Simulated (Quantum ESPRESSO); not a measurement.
# YCrO4: spin-resolved density of states

Aim: the densities of states of YCrO4 in the lowest state of several starts.

Program: Quantum ESPRESSO 7.5. Level of theory: LDA with U = 3.5 eV on Cr d (ortho-atomic projectors); plane waves with GBRV 1.5 LDA potentials, no spin-orbit coupling. Results are calculated unless marked as measured.

## 1. Set-up

It takes space group I4_1/amd (No. 141, tetragonal). Conventional cell: a = 7.112 Å, b = 7.112 Å, c = 6.251 Å, α = 90.00°, β = 90.00°, γ = 90.00°. Nearest to Y lie 8 O at 2.32 to 2.45 Å. Nearest to Cr lie 4 O at 1.67 Å. Nearest to O lie 1 Cr at 1.67 Å and 2 Y at 2.32 to 2.45 Å. Farther neighbours and most contacts between anions are not listed.

The cell comes from the Crystallography Open Database.

## 2. The magnetic state

This state came out lowest in a comparison of starts that is told elsewhere.

pw.in reads:

```
&CONTROL
  calculation = 'scf'
  prefix = 'pwscf'
  outdir = './tmp'
  pseudo_dir = './pseudo'
  disk_io = 'low'
/
&SYSTEM
  ibrav = 0
  celldm(1) = 8
  nat = 12
  ntyp = 3
  ecutwfc = 40
  ecutrho = 280
  nbnd = 71
  occupations = 'smearing'
  smearing = 'fd'
  degauss = 0.00367493
  nspin = 2
  starting_magnetization(1) = 0
  starting_magnetization(2) = 0.2143
  starting_magnetization(3) = 0
/
&ELECTRONS
  conv_thr = 2.4d-08
  electron_maxstep = 150
  mixing_beta = 0.3
/
ATOMIC_SPECIES
Y      88.9058 y_lda_v1.4.uspp.F.UPF
Cr     51.9961 cr_lda_v1.5.uspp.F.UPF
O      15.9990 o_lda_v1.2.uspp.F.UPF
CELL_PARAMETERS alat
  -0.8399832623962    0.8399832623962    0.7382923753147
   0.8399832623962   -0.8399832623962    0.7382923753147
   0.8399832623962    0.8399832623962   -0.7382923753147
ATOMIC_POSITIONS crystal
Y       0.0000000000    0.0000000000    0.0000000000
Y       0.7500000000    0.2500000000    0.5000000000
Cr      0.5000000000    0.5000000000    0.0000000000
Cr      0.2500000000    0.7500000000    0.5000000000
O       0.5140000000    0.3320000000    0.1820000000
O       0.0820000000    0.4000000000    0.3180000000
O       0.1500000000    0.3320000000    0.8180000000
O       0.0820000000    0.7640000000    0.6820000000
O       0.2360000000    0.9180000000    0.3180000000
O       0.6680000000    0.4860000000    0.8180000000
O       0.6000000000    0.9180000000    0.6820000000
O       0.6680000000    0.8500000000    0.1820000000
K_POINTS automatic
4 4 4 0 0 0
HUBBARD {ortho-atomic}
U Cr-3d 3.5000
```

Run with:

```bash
$ OMP_NUM_THREADS=1 mpirun -n 4 pw.x -nk 4 -in pw.in > pw.out
```

Log:

```text
Program PWSCF v.7.5 starts

     Message from routine setup:
     using ibrav=0 with symmetry is DISCOURAGED, use correct ibrav instead

     K-points division:     npool     =       4
     Subspace diagonalization in iterative solution of the eigenvalue problem:

     bravais-lattice index     =            0
     lattice parameter (alat)  =       8.0000  a.u.
     unit-cell volume          =    1066.8408 (a.u.)^3
     number of atoms/cell      =           12
     number of atomic types    =            3
     number of electrons       =        98.00
     number of Kohn-Sham states=           71
     kinetic-energy cutoff     =      40.0000  Ry
     charge density cutoff     =     280.0000  Ry
     scf convergence threshold =      2.4E-08
     mixing beta               =       0.3000
     number of iterations used =            8  plain     mixing
     Exchange-correlation= SLA  PZ   NOGX NOGC
                           (   1   1   0   0   0   0   0)
     Hubbard projectors: ortho-atomic
     Hubbard parameters of DFT+U (Dudarev formulation) in eV:
     U(Cr-3d) =  3.5000

     Internal variables: lda_plus_u =T, lda_plus_u_kind = 0

     Internal variables: orbital_resolved =F, hub_pot_fix =F, apply_U = F

     celldm(1)=   8.000000  celldm(2)=   0.000000  celldm(3)=   0.000000
     celldm(4)=   0.000000  celldm(5)=   0.000000  celldm(6)=   0.000000

     crystal axes: (cart. coord. in units of alat)
               a(1) = (  -0.839983   0.839983   0.738292 )
               a(2) = (   0.839983  -0.839983   0.738292 )
               a(3) = (   0.839983   0.839983  -0.738292 )

     reciprocal axes: (cart. coord. in units 2 pi/alat)
               b(1) = ( -0.000000  0.595250  0.677238 )
               b(2) = (  0.595250 -0.000000  0.677238 )
               b(3) = (  0.595250  0.595250  0.000000 )

     PseudoPot. # 1 for Y  read from file:
     y_lda_v1.4.uspp.F.UPF
     Pseudo is Ultrasoft + core correction, Zval = 11.0

     PseudoPot. # 2 for Cr read from file:
     cr_lda_v1.5.uspp.F.UPF
     Pseudo is Ultrasoft + core correction, Zval = 14.0

     PseudoPot. # 3 for O  read from file:
     o_lda_v1.2.uspp.F.UPF
     Pseudo is Ultrasoft + core correction, Zval =  6.0

     atomic species   valence    mass     pseudopotential
     Y                11.00    88.90580     Y ( 1.00)
     Cr               14.00    51.99610     Cr( 1.00)
     O                 6.00    15.99900     O ( 1.00)

     Starting magnetic structure
     atomic species   magnetization
     Y               0.000
     Cr              0.214
     O               0.000

     16 Sym. Ops., with inversion, found ( 8 have fractional translation)

   Cartesian axes

     site n.     atom                  positions (alat units)
         1        Y      tau(   1) = (   0.0000000   0.0000000   0.0000000  )
         2        Y      tau(   2) = (   0.0000000   0.8399833   0.3691462  )
         3        Cr     tau(   3) = (   0.0000000   0.0000000   0.7382924  )
         4        Cr     tau(   4) = (   0.8399833   0.0000000   0.3691462  )
         5        O      tau(   5) = (   0.0000000   0.3057539   0.4902261  )
         6        O      tau(   6) = (   0.5342294  -0.0000000   0.1210799  )
         7        O      tau(   7) = (   0.8399833   0.5342294  -0.2480662  )
         8        O      tau(   8) = (   1.1457372   0.0000000   0.1210799  )
         9        O      tau(   9) = (   0.8399833  -0.3057539   0.6172124  )
        10        O      tau(  10) = (   0.5342294   0.8399833   0.2480662  )
        11        O      tau(  11) = (   0.8399833   0.3057539   0.6172124  )
        12        O      tau(  12) = (   0.3057539   0.0000000   0.9863586  )

     number of k points=    13  Fermi-Dirac smearing, width (Ry)=  0.0037
                       cart. coord. in units 2pi/alat
        k(    1) = (   0.0000000   0.0000000   0.0000000), wk =   0.0156250
        k(    2) = (   0.1488125   0.1488125   0.0000000), wk =   0.0625000
        k(    3) = (  -0.2976250  -0.2976250   0.0000000), wk =   0.0312500
        k(    4) = (   0.1488125  -0.0000000   0.1693096), wk =   0.1250000
        k(    5) = (   0.2976250   0.1488125   0.1693096), wk =   0.2500000
        [... 8 further k-points ...]

     Dense  grid:    84471 G-vectors     FFT dimensions: (  60,  60,  60)

     Smooth grid:    36447 G-vectors     FFT dimensions: (  48,  48,  48)

     Check: negative core charge=   -0.000005
     Generating pointlists ...
     new r_m :   0.2260 (alat units)  1.8077 (a.u.) for type    1
     new r_m :   0.1624 (alat units)  1.2993 (a.u.) for type    2
     new r_m :   0.1624 (alat units)  1.2993 (a.u.) for type    3

     Initial potential from superposition of free atoms

     starting charge      95.9924, renormalised to      98.0000

     negative rho (up, down):  1.414E-03 9.026E-04

     STARTING HUBBARD OCCUPATIONS:

     =================== HUBBARD OCCUPATIONS ===================
     ------------------------ ATOM    3 ------------------------
     Tr[ns(  3)] (up, down, total) =   3.40000  0.00000  3.40000
     Atomic magnetic moment for atom   3 =   3.40000
     [... lines left out ...]
     ------------------------ ATOM    4 ------------------------
     Tr[ns(  4)] (up, down, total) =   3.40000  0.00000  3.40000
     Atomic magnetic moment for atom   4 =   3.40000
     [... lines left out ...]
     Number of occupied Hubbard levels =    6.8000

     Atomic wfc used for Hubbard projectors are orthogonalized

     Starting wfcs are   78 randomized atomic wfcs

     Self-consistent Calculation

     iteration #  1     ecut=    40.00 Ry     beta= 0.30
     Davidson diagonalization with overlap
     ethr =  1.00E-02,  avg # of iterations =  3.5

     =================== HUBBARD OCCUPATIONS ===================
     ------------------------ ATOM    3 ------------------------
     Tr[ns(  3)] (up, down, total) =   2.31452  0.82209  3.13661
     Atomic magnetic moment for atom   3 =   1.49243
     [... lines left out ...]
     ------------------------ ATOM    4 ------------------------
     Tr[ns(  4)] (up, down, total) =   2.31452  0.82209  3.13661
     Atomic magnetic moment for atom   4 =   1.49243
     [... lines left out ...]
     Number of occupied Hubbard levels =    6.2732

     negative rho (up, down):  1.298E-03 1.616E-03

     total energy              =    -794.63740771 Ry
     estimated scf accuracy    <       3.69715226 Ry

     total magnetization       =     2.00 Bohr mag/cell
     absolute magnetization    =     3.82 Bohr mag/cell

     iteration #  2     ecut=    40.00 Ry     beta= 0.30
     Davidson diagonalization with overlap
     ethr =  3.77E-03,  avg # of iterations =  2.0

     negative rho (up, down):  9.097E-04 1.646E-03

     total energy              =    -795.04134118 Ry
     estimated scf accuracy    <       3.06641120 Ry

     total magnetization       =     2.00 Bohr mag/cell
     absolute magnetization    =     4.02 Bohr mag/cell

     [... further iterations left out ...]

     iteration # 15     ecut=    40.00 Ry     beta= 0.30
     Davidson diagonalization with overlap
     ethr =  2.72E-10,  avg # of iterations =  1.7

     negative rho (up, down):  4.943E-04 2.358E-03

     total energy              =    -795.51639955 Ry
     estimated scf accuracy    <       0.00000005 Ry

     total magnetization       =     2.00 Bohr mag/cell
     absolute magnetization    =     2.49 Bohr mag/cell

     iteration # 16     ecut=    40.00 Ry     beta= 0.30
     Davidson diagonalization with overlap
     ethr =  4.99E-11,  avg # of iterations =  2.2

     negative rho (up, down):  4.945E-04 2.358E-03

     Magnetic moment per site  (integrated on atomic sphere of radius R)
     atom   1 (R=0.226)  charge=  7.3614  magn=  0.0122
     atom   2 (R=0.226)  charge=  7.3614  magn=  0.0122
     atom   3 (R=0.162)  charge=  9.8116  magn=  0.7775
     atom   4 (R=0.162)  charge=  9.8116  magn=  0.7775
     atom   5 (R=0.162)  charge=  4.5977  magn= -0.0066
     atom   6 (R=0.162)  charge=  4.5977  magn= -0.0066
     atom   7 (R=0.162)  charge=  4.5977  magn= -0.0066
     atom   8 (R=0.162)  charge=  4.5977  magn= -0.0066
     atom   9 (R=0.162)  charge=  4.5977  magn= -0.0066
     atom  10 (R=0.162)  charge=  4.5977  magn= -0.0066
     atom  11 (R=0.162)  charge=  4.5977  magn= -0.0066
     atom  12 (R=0.162)  charge=  4.5977  magn= -0.0066

     End of self-consistent calculation

     =================== HUBBARD OCCUPATIONS ===================
     ------------------------ ATOM    3 ------------------------
     Tr[ns(  3)] (up, down, total) =   2.59102  1.59936  4.19038
     Atomic magnetic moment for atom   3 =   0.99165
     [... lines left out ...]
     ------------------------ ATOM    4 ------------------------
     Tr[ns(  4)] (up, down, total) =   2.59102  1.59936  4.19038
     Atomic magnetic moment for atom   4 =   0.99165
     [... lines left out ...]
     Number of occupied Hubbard levels =    8.3808

     [... lines left out ...]
     the Fermi energy is     8.1278 ev

!    total energy              =    -795.51639958 Ry
     estimated scf accuracy    <       0.00000001 Ry
     smearing contrib. (-TS)   =      -0.00063811 Ry
     internal energy E=F+TS    =    -795.51576147 Ry

     The total energy is F=E-TS. E is the sum of the following terms:
     one-electron contribution =    -395.31752189 Ry
     hartree contribution      =     239.82005061 Ry
     xc contribution           =    -156.28962414 Ry
     ewald contribution        =    -484.25785800 Ry
     Hubbard energy            =       0.52919195 Ry

     total magnetization       =     2.00 Bohr mag/cell
     absolute magnetization    =     2.49 Bohr mag/cell

     convergence has been achieved in  16 iterations

=------------------------------------------------------------------------------=
   JOB DONE.
=------------------------------------------------------------------------------=
```

Run time: 78 s. Hardware: 4 MPI ranks of Arm Neoverse V2, shared host; peak memory 0.91 GiB; 5.2 min of CPU time.

Spin moment in the atom's sphere by atom:

```tsv
atom	spin moment in the atom's sphere (μB)
Y1	0.012
Y2	0.012
Cr3	0.777
Cr4	0.777
O5	-0.007
O6	-0.007
O7	-0.007
O8	-0.007
O9	-0.007
O10	-0.007
O11	-0.007
O12	-0.007
```

Read from the output:

| Quantity | Value |
| --- | --- |
| smearing term TS | 0.008682 eV |
| magnetization | 2 μB |
| absolute magnetization | 2.488 μB |
| final state | ferromagnetic |

(Continued in part 2 of 2.)

[Logs and program files are shortened in this print: banners, set-up blocks, solver, clock and traceback lines can be left out without a mark of their own.]

[Logs are printed without paths, hosts, clocks, repeated set-up lines and the standing remarks that a program may print on its own settings, such as how far it seeks lower states.]

[Hosts, paths, dates, database ids (printed as entryN), source tags and the programs' standing remarks are cut or masked in the printed files.]

[Where a cell is said to come from a database of computed structures, the database is the Materials Project.]
